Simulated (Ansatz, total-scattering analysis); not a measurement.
**From input file to S(Q): amorphous 20In2O3-80ZnO (mol %)**

Aim: the structure of amorphous 20In2O3-80ZnO (mol %) at 300 K, and the X-ray and neutron patterns it would give.

Method: ab initio molecular dynamics with Ansatz (PBE, plane waves, PAW set soft_1, Langevin thermostat, no spin, fixed volume). Composition: In 15.4, Zn 30.8, O 53.9 atom %; 65 atoms. The average runs over 1.70 ps of 65 atoms, so shells between rare elements are rough. Mean temperature 341 K, largest m.s.d. 0.31 Å², energy drift -10 meV an atom (last third less first), Langevin friction 2 ps⁻¹; the first quarter of the run is discarded. Preparation: atoms packed at random with minimum distances, then 1.6 ps at 2600 K, 1.7 ps at 1610 K and 1.8 ps at 860 K with a cheaper basis and a friction of 10 ps⁻¹ (mean temperature of the first stage 2610 K), too short to forget the start in full. So short a stretch relaxes bonds and nearest shells but still remembers its start.

## The run

The step of 1.5 fs has to resolve the fastest vibration, that of the lightest atoms and stiffest bonds. The volume is fixed, since the run is too short for a cell to find its own; the mean pressure then hints how far the functional is from its own density, with errors up to a few GPa from cell size, k-points and loose SCF steps (the program warns of the last). One k-point, Γ, is the usual economy for a cell of this size. Smeared occupations keep the forces smooth should levels come near the Fermi energy. A Langevin thermostat samples the right structure once equilibrated, but its friction lowers diffusion.

Contents of input.yaml:

```yaml
crystal:
  lattice:
    - [9.64, 0.0, 0.0]
    - [0.0, 9.64, 0.0]
    - [0.0, 0.0, 9.64]
  atoms:
    - { symbol: In, position: [0.50128, 0.57967, 0.20056] }
    - { symbol: In, position: [0.88986, 0.98219, 0.54214] }
    - { symbol: In, position: [0.81117, 0.43537, 0.38396] }
    - { symbol: In, position: [0.28724, 0.62717, 0.88477] }
[... 59 atom lines left out ...]
    - { symbol: O, position: [0.84875, 0.64863, 0.82289] }
    - { symbol: O, position: [0.5712, 0.45686, 0.37073] }
kpoints:
  mp_grid: { grid: [1, 1, 1] }
scf:
  occupations: { method: fermi_dirac, width: 0.0259 }
hamiltonian:
  xc: pbe
  pseudopotentials: { kind: paw, azcp: { folder: soft_1 } }
output:
  forces: true
  stress: true
md:
  timestep: 1.5
  n_steps: 1500
  ensemble: nvt_langevin
  temperature: 300.0
  initial_velocities: maxwell_boltzmann
  seed: 7
  friction: 0.002
```

```console
$ ansatz run input.yaml --threads 16 --pin off --max-ram 32768MiB --backend cuda --events-out ev --progress --plain --runs-dir out --max-vram 52GiB
```

```text
Warning: md: disabling space-group detection — thermal motion breaks the input geometry's symmetry, so no spatial operation reduces the k-mesh or symmetrises the density; time reversal is kept, so that k and −k are [...]
Warning: output.stress: scf.convergence.dr2_threshold = 6.5e-8 eV (the default of an md: trajectory) is looser than the 6.5e-9 eV advised for a printed stress (1e-10 eV for each atom of the cell: 65). What an SCF [...]
Engine: ansatz 0.2.0, aarch64-unknown-linux-gnu
Pseudopotential: In, paw, valence charge 13, recommended cutoff 420 eV (normal), soft_1/In.paw.azcp
Pseudopotential: Zn, paw, valence charge 12, recommended cutoff 420 eV (normal), soft_1/Zn.paw.azcp
Pseudopotential: O, paw, valence charge 6, recommended cutoff 420 eV (normal), soft_1/O.paw.azcp
Functional definition: PBE
Crystal: 65 atoms, lattice volume = 895.841 Å³
Basis set: ecut = 420 eV, 17461 PW (Γ), exchange–correlation on 144×144×144 points (8 copies of the dense FFT grid, shifted against one another)
Bands: 355, of which v1, the nominal top of the filled ones, is band 290 counted from 1 (289 counted from 0)
k-points: 1
[... other set-up lines, SCF lines and steps between those shown are left out ...]
md step     0: t =     0.00 fs  T =   295.4 K  F+E_penalty+E_count = -142208.34385466 eV  E_kin = 2.481792 eV  P_inst = -0.7642 GPa  (23 SCF iters)
md step     1: t =     1.50 fs  T =   287.8 K  F+E_penalty+E_count = -142208.26260263 eV  E_kin = 2.418239 eV  P_inst = -0.7229 GPa  (15 SCF iters)
md step    60: t =    90.00 fs  T =   529.2 K  F+E_penalty+E_count = -142211.26181602 eV  E_kin = 4.446394 eV  P_inst = 0.0416 GPa  (13 SCF iters)
md step   120: t =   180.00 fs  T =   504.6 K  F+E_penalty+E_count = -142211.11666917 eV  E_kin = 4.239597 eV  P_inst = -0.5210 GPa  (14 SCF iters)
md step   180: t =   270.00 fs  T =   495.5 K  F+E_penalty+E_count = -142211.85199399 eV  E_kin = 4.163321 eV  P_inst = -1.4013 GPa  (13 SCF iters)
md step   240: t =   360.00 fs  T =   465.0 K  F+E_penalty+E_count = -142212.09125626 eV  E_kin = 3.907118 eV  P_inst = 0.1991 GPa  (10 SCF iters)
md step   360: t =   540.00 fs  T =   454.3 K  F+E_penalty+E_count = -142213.11087010 eV  E_kin = 3.816681 eV  P_inst = -2.6555 GPa  (10 SCF iters)
md step   480: t =   720.00 fs  T =   406.0 K  F+E_penalty+E_count = -142212.98007098 eV  E_kin = 3.411382 eV  P_inst = -2.0204 GPa  (11 SCF iters)
md step   600: t =   900.00 fs  T =   370.4 K  F+E_penalty+E_count = -142213.59190316 eV  E_kin = 3.111877 eV  P_inst = -1.2245 GPa  (10 SCF iters)
md step   720: t =  1080.00 fs  T =   322.4 K  F+E_penalty+E_count = -142213.57114671 eV  E_kin = 2.709149 eV  P_inst = -1.5749 GPa  (10 SCF iters)
md step   840: t =  1260.00 fs  T =   340.0 K  F+E_penalty+E_count = -142213.71028765 eV  E_kin = 2.856512 eV  P_inst = -0.1371 GPa  (11 SCF iters)
md step   960: t =  1440.00 fs  T =   324.8 K  F+E_penalty+E_count = -142213.95535803 eV  E_kin = 2.729206 eV  P_inst = -1.0757 GPa  (12 SCF iters)
md step  1080: t =  1620.00 fs  T =   315.0 K  F+E_penalty+E_count = -142213.67471218 eV  E_kin = 2.646217 eV  P_inst = -1.5482 GPa  (15 SCF iters)
md step  1200: t =  1800.00 fs  T =   362.1 K  F+E_penalty+E_count = -142213.79589826 eV  E_kin = 3.041992 eV  P_inst = -1.6083 GPa  (13 SCF iters)
md step  1320: t =  1980.00 fs  T =   315.6 K  F+E_penalty+E_count = -142213.68740023 eV  E_kin = 2.651469 eV  P_inst = -1.7114 GPa  (11 SCF iters)
md step  1440: t =  2160.00 fs  T =   316.2 K  F+E_penalty+E_count = -142214.01791446 eV  E_kin = 2.656268 eV  P_inst = -1.1783 GPa  (9 SCF iters)
[... last step's energies and forces left out ...]
--- MD trajectory: 1500 steps, t = 0.0 → 2250.0 fs ---
  final state: T = 354.6 K   F+E_penalty+E_count = -142214.32944038 eV   E_kin = 2.979010 eV
```

It took 8.1 min on 1 × NVIDIA GB200 with 16 threads of Arm Neoverse V2, with other jobs on the host, peak memory 1.4 GiB.

## Analysis

The totals are in Faber–Ziman form. Below 4 Å⁻¹ the partials are summed on the cell's own reciprocal vectors (from 0.65 Å⁻¹) and folded with a Gaussian of σ = 0.14 Å⁻¹; above it they are transforms of g(r) out to 6.5 Å, tapered over the last 40 %. The fold lowers sharp peaks, and with so few vectors their positions are good to about 0.1 Å⁻¹. X-rays take neutral-atom form factors, neutrons coherent lengths (In 4.065, Zn 5.68, O 5.8037 fm). Absorption by In is ignored. G(r) = 4πrρ₀[g(r) − 1] carries the resolution of a Lorch-windowed transform up to 20 Å⁻¹. The patterns are simulated, not measured. The potential energy falls by 10 meV an atom from the first to the last third of the average, so the sample is relaxing or ordering and this is no equilibrium average. The cell is small: beyond half the box only the part of each shell inside it is counted, and low-Q values rest on few vectors. It is averaged over 126 frames.

```
T (K)  state  density (g/cm³)  first clear X-ray maximum (Å⁻¹)  its height (X-ray)  first clear neutron maximum (Å⁻¹)  its height (neutron)  Zn–O (Å)  O around Zn  In–O (Å)                   held  D over the elements, rough (10⁻⁹ m²/s)
  300  rigid            5.590                             2.33                1.71                               2.51                  1.01      1.99         4.09      2.15  volume, -1.4 GPa mean                                       -
```

neutron S(Q):

```tsv
Q (Å⁻¹)	300 K
0.8	0.08
1.1	0.07
1.4	0.18
1.7	0.38
2.0	0.72
2.3	0.91
2.6	0.98
2.9	0.84
3.2	0.83
3.5	1.05
3.8	1.30
4.1	1.51
4.4	1.33
4.7	0.96
5.0	0.68
5.3	0.63
5.6	0.76
5.9	0.93
6.2	1.08
6.5	1.18
6.8	1.21
7.1	1.15
7.4	1.04
7.7	0.94
8.0	0.89
8.3	0.89
8.6	0.92
8.9	0.95
```

At 300 K the maxima of S(Q), Q in Å⁻¹ (height), are X-ray: 2.33 (1.71), 4.06 (1.47), 6.67 (1.14), 10.02 (1.05); neutron: 2.51 (1.01), 4.05 (1.51), 6.75 (1.21), 9.86 (1.09). Its shells:

```
 pair  first peak (Å)  g there  first minimum (Å)  g there                    neighbours  X-ray weight (f = Z)  neutron weight
 Zn–O            1.99      7.6               2.58     0.20    4.1 O per Zn, 2.3 Zn per O                  0.18            0.36
 In–O            2.15      8.2               2.78     0.13    5.2 O per In, 1.5 In per O                  0.15            0.13
Zn–Zn            3.08      3.3               4.06     0.70                           6.9                  0.19            0.10
In–Zn            3.15      2.4               4.26     0.24  7.0 Zn per In, 3.5 In per Zn                  0.31            0.07
  O–O            3.27      2.6               4.12     0.51                          12.0                  0.04            0.32
In–In            3.34      2.9               5.08     0.32     no clear end of the shell                  0.13            0.01
```

Bonded neighbours (only these pairs count: cutoffs In–O 2.78 Å, Zn–O 2.58 Å): In: 4 15 %, 5 56 %, 6 29 %; Zn: 3 6.7 %, 4 78 %, 5 14 %, 6 2.0 %; O: 3 25 %, 4 68 %, 5 6.7 %. O–In–O peak at 86°, O–Zn–O peak at 98° and Zn–O–Zn peak at 106°. These counts come from 15 frames.

**Reading.** The first Zn–O shell holds 4.1 O at 1.99 Å. The first In–O shell holds 5.2 O at 2.15 Å. Anions around each cation, with the position of the first peak: In 5.2 (In–O 2.15 Å, to 2.78 Å) and Zn 4.1 (Zn–O 1.99 Å, to 2.58 Å). The weights that differ most between the probes (X-ray, neutron): O–O 0.04 and 0.32, In–Zn 0.31 and 0.07 and Zn–O 0.18 and 0.36. It is one small sample quenched within picoseconds, so it is less relaxed than a real glass or film.

[Logs are printed without paths, hosts, clocks, repeated set-up lines and the standing remarks that a program may print on its own settings, such as how far it seeks lower states.]
